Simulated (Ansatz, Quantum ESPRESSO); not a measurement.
# Predicting the next point of a tunnelling series: CaO(001) barriers between ZrN(100) leads

How the rows were computed: Quantum ESPRESSO 7.5 (pw.x, pwcond.x), PBE, PseudoDojo norm-conserving; geometry as built. T is the transmission per spin at the Fermi level, averaged over the mesh across the current, in a cell of 10.58 Å². The series steps the number of barrier layers.

| width (layers) | T |
| --- | --- |
| 1 | 0.253 |
| 2 | 0.0247 |
| 3 | 0.00348 |
| 4 | 0.000546 |

**Question.** What is T at 5 layers?

By hand: In the tunnelling regime ln T falls linearly. The last two rows give a slope of ln(0.00348/0.000546)/(4 − 3) = 1.852 per layer, so T(5) ≈ 0.000546 × exp(−1.852 × 1) = 8.57e−5.

What the calculation gave: T = 0.000103; the estimate is 0.83 times that. The slope over the last interval is 1.665: flatter than before. Points of the mesh with over 2.5 times the mean carry 96 % of this T, so the value leans on the mesh.

**Limits.** Short leads, unrelaxed atoms, a barrier without the image potential and an untested mesh.
